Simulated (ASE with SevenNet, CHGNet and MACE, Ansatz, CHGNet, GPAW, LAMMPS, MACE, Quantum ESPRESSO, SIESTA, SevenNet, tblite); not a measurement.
# Machine-learned potentials on liquid ethanol at 300 K (108 atoms): settings against a plane-wave reference

Wanted: machine-learned potentials inputs and outputs for liquid ethanol at 300 K (108 atoms), checked against a plane-wave reference.

Main program and level: ASE with SevenNet, CHGNet and MACE; the method is named at each step.

## Step 1: Set-up

The cell holds 108 atoms: 24 C, 12 O and 72 H. Its edges and angles: a = 10.513 Å, b = 10.513 Å, c = 10.513 Å, α = 90.0°, β = 90.0°, γ = 90.0°. 12 ethanol placed at random, at 0.79 g/cm³; overlaps pushed apart, then 10 ps at 450 K with MMFF94 bonds, angles, torsions, charges and radii (Halgren, J. Comput. Chem. 17, 490 (1996)) in harmonic and 12-6 forms. Snapshot after 20 ps at 300 K and fixed volume.

The yardstick, on the same geometry:

| Property | Result |
| --- | --- |
| method | Kohn-Sham DFT, PBE, SSSP efficiency 1.3.0 pseudopotentials, plane waves (Quantum ESPRESSO 7.5); sssp-pbe-1.3.0-efficiency, cutoffs 60/480 Ry, Γ point |
| r.m.s. force component | 0.8119 eV/Å |
| longest force | 3.692 eV/Å |
| pressure | 2.444 GPa |
| gap (highest filled to lowest empty level) | 4.51 eV |
| time | 1.7 min on 2 MPI ranks of Arm Neoverse V2, shared host |
| CPU time | 3.4 min |

## Step 2: SevenNet l3i5 potential

Method: machine-learned interatomic potential SevenNet l3i5, trained on PBE(+U) plane-wave data.

File run.py:

```python
import numpy as np
from ase.io import read
import mlip  # loads the published weights by name

atoms = read("structure.xyz")
atoms.calc = mlip.calc("7net-l3i5")
energy = atoms.get_potential_energy()
forces = atoms.get_forces()
print(f"energy {energy:.6f} eV")
print("forces (eV/A)")
for i, (a, f) in enumerate(zip(atoms, forces)):
    print(f"{i:4d} {a.symbol:2s} {f[0]:10.5f} {f[1]:10.5f} {f[2]:10.5f}")
stress = -atoms.get_stress(voigt=False) * 160.21766
print("stress (GPa, compression positive)")
for row in stress:
    print(" ".join(f"{x:10.4f}" for x in row))
```

File structure.xyz:

```xyz
108
Lattice="10.51326 0.00000 0.00000 0.00000 10.51326 0.00000 0.00000 0.00000 10.51326" Properties=species:S:1:pos:R:3 pbc="T T T"
C 2.89577 3.06567 0.56856
C 3.19035 3.60153 9.74874
O 3.66660 4.95111 9.87616
H 3.74104 3.06766 1.30322
H 2.42982 2.00561 0.47478
H 2.13735 3.71770 0.84222
H 2.29610 3.74377 9.25735
H 3.81589 2.97347 9.03404
H 3.11603 5.34473 0.06476
C 10.09000 6.42181 8.74535
C 9.45668 5.20680 8.12664
O 9.23506 4.25913 9.11573
H 0.51010 6.13859 9.26134
H 9.48296 6.83351 9.56906
H 10.26189 7.23018 8.02435
H 10.10724 4.77207 7.35171
H 8.52552 5.35356 7.69592
H 9.65769 3.42175 8.80832
C 2.63599 8.72233 0.67905
C 1.80387 7.64240 1.42066
O 2.41679 6.36641 1.27063
H 2.78843 8.53004 10.14004
H 3.62802 8.84670 1.06983
H 2.11853 9.69028 0.62596
H 0.86566 7.59877 0.94745
H 1.61673 7.89914 2.42562
H 2.27549 6.00370 2.17877
C 7.78770 0.49759 2.21977
C 8.15861 1.86747 1.88124
O 7.12810 2.85025 2.10728
H 7.22576 0.46532 3.13001
H 8.65105 10.31992 2.34088
H 7.13482 0.03722 1.48584
H 8.56147 1.99090 0.89152
H 9.03920 2.15196 2.43729
H 7.26140 3.62792 1.53515
C 3.33891 7.48597 7.07963
C 3.29654 6.16193 6.33855
O 2.00099 5.67884 6.51097
H 4.30055 7.91922 7.12736
H 2.95107 7.40954 8.09689
H 2.67668 8.22410 6.58246
H 3.90820 5.39993 6.73564
H 3.32093 6.24351 5.28901
H 2.00730 5.18567 7.39534
C 4.70164 0.33422 3.79981
C 3.25753 0.29364 4.23590
O 2.32553 0.24107 3.17511
H 5.08243 9.89697 3.45434
H 5.42295 0.75864 4.56633
H 4.86165 1.00191 2.93351
H 3.07471 1.19494 4.89781
H 3.00890 10.01136 4.98097
H 2.61969 10.06718 2.52465
C 0.47825 3.46023 4.59671
C 0.32013 4.62562 3.64074
[... 48 atom lines left out ...]
H 5.31992 7.16952 0.13152
H 6.40983 4.84977 9.60681
H 5.80269 4.91337 0.72563
H 8.39831 4.91306 10.44892
```

Launch:

```bash
> OMP_NUM_THREADS=1 python run.py > output.txt
```

The log of the run:

```text
energy -560.883911 eV
forces (eV/A)
   0 C     0.86975   -3.44719    0.40929
   1 C     2.41374    0.10652   -0.96738
   2 O     0.98726   -0.18288   -0.81386
   3 H    -0.56555   -0.05669   -0.58080
   4 H     0.76613    1.43107    0.36738
   5 H    -1.81956    1.07131    1.65995
   6 H    -2.63608   -0.30113   -1.52361
   7 H    -0.04857    0.74088    0.94335
   8 H    -0.08869    0.63015    0.29636
   9 C     0.16734    0.56964    0.45088
  10 C     1.90243    0.51168   -0.00701
  11 O     0.41364   -1.81102    0.99592
  12 H     0.09914    0.03580   -0.39813
  13 H    -0.24908   -0.04713   -0.21467
  14 H     0.14756   -0.12098   -0.00748
  15 H     0.11339    0.14133   -0.24064
  16 H    -1.90357    1.01579   -1.22166
  17 H    -0.62144   -0.25389    0.56988
  18 C    -0.78439    0.15870    0.22687
  19 C     1.45634    1.07587   -2.59190
  20 O     0.16648   -0.13461    1.04166
  21 H    -0.06266   -0.72261   -0.56460
  22 H     0.73331    0.08059    0.55300
  23 H    -0.09933    0.01044    0.43924
[...]
100 C    -0.49583    0.04785    0.91071
 101 O     0.27340   -0.75926    0.23478
 102 H    -0.41033    0.62183    0.24741
 103 H    -0.48235   -1.15523   -1.31781
 104 H     0.28502    0.14990   -0.43239
 105 H     0.23070    1.04098    0.54739
 106 H    -0.41943    0.03950    0.17155
 107 H     0.82642   -0.50395   -0.23740
stress (GPa, compression positive)
    3.1247     0.2988    -0.4239
    0.2988     2.6317    -1.1848
   -0.4239    -1.1848     1.7528
```

Elapsed: 14 s, on 1 thread of Arm Neoverse V2, shared host; peak memory 2 GiB.

Banners, paths, timers and routine set-up lines are dropped from the logs unmarked, and long logs keep their key lines alone; longer cuts are marked.

Numbers from this run, and their distance from the reference:

| Quantity | Value |
| --- | --- |
| r.m.s. force component | 0.8155 eV/Å |
| r.m.s. difference of force components | 84.74 meV/Å |
| longest difference of force vectors | 365.6 meV/Å |
| force difference over r.m.s. force | 10.44 % |
| slope of forces against the reference's | 0.999 |
| correlation of force components | 0.9946 |
| pressure | 2.503 GPa |
| pressure difference | 0.0594 GPa |

Length of the force difference by element (eV/Å):

| element | atoms | mean | most |
| --- | --- | --- | --- |
| C | 24 | 0.20 | 0.37 |
| H | 72 | 0.084 | 0.29 |
| O | 12 | 0.18 | 0.28 |

The surroundings of H32, picked at random, nearest first, numbered as they follow in the input and with coordinates relative to it.

| atom | x | y | z | distance (Å) | bonds | Fx | Fy | Fz (eV/Å) |
| --- | --- | --- | --- | --- | --- | --- | --- | --- |
| H32 | 0.00 | 0.00 | 0.00 | 0.00 | 1 | -0.07 | 0.49 | -0.08 |
| C28 | -0.86 | 0.69 | -0.12 | 1.11 | 4 | -0.31 | -1.62 | -0.03 |
| H33 | -1.52 | 0.23 | -0.86 | 1.76 | 1 | -0.33 | -0.10 | -0.49 |
| H31 | -1.43 | 0.66 | 0.79 | 1.76 | 1 | -0.29 | -0.04 | 0.89 |
| C29 | -0.49 | 2.06 | -0.46 | 2.17 | 4 | 0.97 | 1.66 | -0.25 |
| H35 | 0.39 | 2.35 | 0.10 | 2.38 | 1 | 0.59 | 0.30 | 0.97 |
| H34 | -0.09 | 2.18 | -1.45 | 2.62 | 1 | -0.17 | -0.11 | -1.20 |
| H76 | 0.37 | -1.57 | 2.15 | 2.69 | 1 | -0.24 | -0.29 | -0.38 |
| O30 | -1.52 | 3.04 | -0.23 | 3.41 | 2 | -0.71 | -1.25 | 0.78 |
| H78 | 0.90 | -0.46 | 3.38 | 3.52 | 1 | -0.11 | -0.23 | -0.12 |
| C73 | 0.66 | -1.53 | 3.20 | 3.61 | 4 | -0.27 | 1.42 | -0.30 |
| H88 | 0.77 | -0.09 | -3.56 | 3.65 | 1 | -0.26 | -0.83 | 0.05 |
| H104 | -1.82 | -2.91 | -1.24 | 3.65 | 1 | -0.48 | -1.16 | -1.32 |
| H49 | -3.57 | -0.42 | 1.11 | 3.76 | 1 | 0.19 | -0.71 | 0.09 |

Atoms are counted from 1 here, from 0 in the log.

Forces lie 10 % from the reference's, at 0.056 times its CPU time (on 1 against 2 cores).

## Step 3: CHGNet r2SCAN potential

Method: machine-learned interatomic potential CHGNet r2SCAN, trained on r2SCAN plane-wave data.

run.py, as its differences from that of step 2:

```diff
@@ -5,3 +5,3 @@
 atoms = read("structure.xyz")
-atoms.calc = mlip.calc("7net-l3i5")
+atoms.calc = mlip.calc("chgnet-r2scan")
 energy = atoms.get_potential_energy()
```

structure.xyz is that of step 2.

The log of the run:

```text
CHGNet vr2scan initialized with 412,525 parameters
CHGNet will run on cpu
energy -598.616211 eV
forces (eV/A)
   0 C     0.69555   -3.05485    0.50895
   1 C     2.57067   -0.35403   -0.90928
   2 O     0.80495    0.09011   -0.39264
   3 H    -0.63414    0.04205   -0.55776
   4 H     0.73146    1.44567    0.31483
   5 H    -1.46338    0.85304    1.45273
   6 H    -2.49236   -0.14422   -1.57811
   7 H    -0.22851    0.70503    0.82959
   8 H     0.05206    0.45245    0.22927
   9 C     0.26157    0.70954    0.66565
  10 C     2.03519   -0.21491    0.09156
  11 O     0.61333   -1.32165    0.38507
  12 H    -0.15698    0.11465   -0.30689
  13 H    -0.01775   -0.15404   -0.30932
  14 H     0.05002   -0.21793    0.05987
  15 H    -0.05215    0.14130   -0.01083
  16 H    -2.10876    0.87878   -1.17045
  17 H    -0.65471   -0.01011    0.57524
  18 C    -0.80582    0.10106    0.15945
  19 C     1.61304    0.89984   -2.03673
  20 O     0.05435   -0.01056    0.98836
  21 H    -0.03970   -0.53072   -0.31411
  22 H     0.46397    0.00258    0.42130
  23 H     0.02084   -0.22863    0.33564
[...]
100 C    -0.49339   -0.23054    0.09781
 101 O     0.18291   -0.47571    0.14615
 102 H    -0.46449    0.30273    0.45848
 103 H    -0.51100   -0.98423   -1.36071
 104 H     0.55143    0.02856   -0.24518
 105 H     0.24817    0.98373    0.68298
 106 H    -0.17968    0.04725    0.18418
 107 H     0.43054   -0.29115   -0.02879
stress (GPa, compression positive)
    1.5365     0.2468    -0.2026
    0.2468     1.0936    -0.9314
   -0.2026    -0.9314     0.4633
```

Elapsed: 6.7 s, on 1 thread; peak memory 1.9 GiB.

Compared with the plane-wave run:

* r.m.s. force component: 0.7361 eV/Å
* r.m.s. difference of force components: 206.8 meV/Å
* longest difference of force vectors: 911.2 meV/Å
* force difference over r.m.s. force: 25.47 %
* slope of forces against the reference's: 0.8786
* correlation of force components: 0.969
* pressure: 1.031 GPa
* pressure difference: -1.413 GPa

Against the first run (10 %), the force difference from the reference is 25 %, at 0.41 times the CPU time; this potential was trained at another functional than the reference's, which explains only part of so large a difference.

## Step 4: MACE MPA-0 medium potential

Method: machine-learned interatomic potential MACE MPA-0 medium, trained on PBE(+U) plane-wave data.

run.py, as its differences from that of step 3:

```diff
@@ -5,3 +5,3 @@
 atoms = read("structure.xyz")
-atoms.calc = mlip.calc("chgnet-r2scan")
+atoms.calc = mlip.calc("mace-mpa-0-medium")
 energy = atoms.get_potential_energy()
```

structure.xyz is that of step 3.

The log of the run:

```text
energy -560.932914 eV
forces (eV/A)
   0 C     0.66022   -3.65707    0.49674
   1 C     2.51908    0.36158   -0.97400
   2 O     0.72073   -0.41372   -0.88710
   3 H    -0.52257   -0.04492   -0.53457
   4 H     0.90980    1.43833    0.39420
   5 H    -1.70088    1.16623    1.64191
   6 H    -2.55707   -0.25666   -1.60034
   7 H    -0.17410    0.79909    0.92093
   8 H    -0.03292    0.63318    0.35477
   9 C     0.14659    0.62490    0.68593
  10 C     1.87116    0.28186   -0.32096
  11 O     0.52809   -1.61815    1.07807
  12 H     0.12078    0.13052   -0.34822
  13 H    -0.24301   -0.02351   -0.18124
  14 H     0.19572   -0.11484    0.00232
  15 H     0.10605    0.18340   -0.19323
  16 H    -1.93583    1.02692   -1.20419
  17 H    -0.75319   -0.27975    0.60959
  18 C    -0.81443    0.01011   -0.01542
  19 C     1.51534    0.86003   -2.45668
  20 O     0.11340    0.12567    1.11245
  21 H    -0.01162   -0.68105   -0.57554
  22 H     0.79869    0.08079    0.54220
  23 H    -0.07227    0.02022    0.50745
[...]
100 C    -0.40183   -0.06030    0.58548
 101 O     0.18038   -0.51208    0.12081
 102 H    -0.41253    0.63150    0.26243
 103 H    -0.43858   -1.03611   -1.32972
 104 H     0.29965    0.10028   -0.46631
 105 H     0.28576    0.94713    0.58919
 106 H    -0.48952   -0.05105    0.23050
 107 H     0.64454   -0.60927   -0.11502
stress (GPa, compression positive)
    3.4724     0.4122    -0.4477
    0.4122     2.8723    -1.1529
   -0.4477    -1.1529     2.2855
```

Run time: 8.3 s. Hardware: 1 thread; peak memory 1.4 GiB.

Compared with the plane-wave run:

```
r.m.s. force component                  : 0.8028 eV/Å
r.m.s. difference of force components   : 95.34 meV/Å
longest difference of force vectors     : 506.8 meV/Å
force difference over r.m.s. force      : 11.74 %
slope of forces against the reference's : 0.982
correlation of force components         : 0.9931
pressure                                : 2.877 GPa
pressure difference                     : 0.433 GPa
```

Against the first run (10 %), the force difference from the reference is 12 %, at 0.72 times the CPU time.

## Step 5: All runs compared

Differences are against the plane-wave reference, forces as r.m.s. over components; share is that over the reference's r.m.s. force, slope the least-squares factor from reference forces to these. Total energies of different programs have different zeros and aren't compared.

| run | Δ force, r.m.s. (meV/Å) | share (%) | slope | Δ pressure (GPa) | cores | CPU time | memory (GiB) |
| --- | --- | --- | --- | --- | --- | --- | --- |
| reference | - | - | - | - | 2 | 3.4 min | 2.9 |
| SevenNet l3i5 potential | 84.7 | 10.4 | 0.999 | 0.0594 | 1 | 12 s | 2.0 |
| CHGNet r2SCAN potential | 207 | 25.5 | 0.879 | -1.41 | 1 | 4.7 s | 1.9 |
| MACE MPA-0 medium potential | 95.3 | 11.7 | 0.982 | 0.433 | 1 | 8.3 s | 1.4 |

Times of the machine-learned potentials are mostly Python's start and the loading of weights.

CPU time is summed over cores on a shared host, where runs went side by side, so it is rough. Symmetry, cutoffs, thresholds, outputs and thread counts weren't matched or tuned between programs; memory under MPI is the largest rank's times the ranks.

## Step 6: Outcome

```yaml
nearest_in_forces: SevenNet l3i5 potential, 10 %
its_cpu_time: 12 s
```

In words: Machine-learned potentials differ by 10 % (SevenNet l3i5 potential) to 25 % (CHGNet r2SCAN potential); they were trained on other programs' data, some at another functional. The reference's pressure holds the uncorrected Pulay stress of its 60 Ry basis, so small pressure differences, and their order, may be the reference's own error. Machine-learned potentials mimic data converged in k, so the reference's own k-point error enters their differences. The network of contacts between molecules at the start is that of the classical potential that made the cell, and needn't be the one that DFT or experiment would give. The reference's PBE has no dispersion term, which matters for the binding between molecules or layers. The density was typed from a rule of thumb and may lie off the real one at this temperature. The electronic-structure runs sample only Γ, in a cell whose shortest periodic width is 11 Å.

[Also dropped from logs without a mark: logging warnings of Python, and SIESTA's first energy breakdown and zero terms.]

[Logs are printed without paths, hosts, clocks, repeated set-up lines and the standing remarks that a program may print on its own settings, such as how far it seeks lower states.]

[Hosts, paths, dates, database ids (printed as entryN), source tags and the programs' standing remarks are cut or masked in the printed files.]

[The MMFF94 radii named for the starting cell were scaled by 0.96; in molecules described by MMFF94, hydrogen bound to N, O or S took a small fixed 12-6 site in their place.]
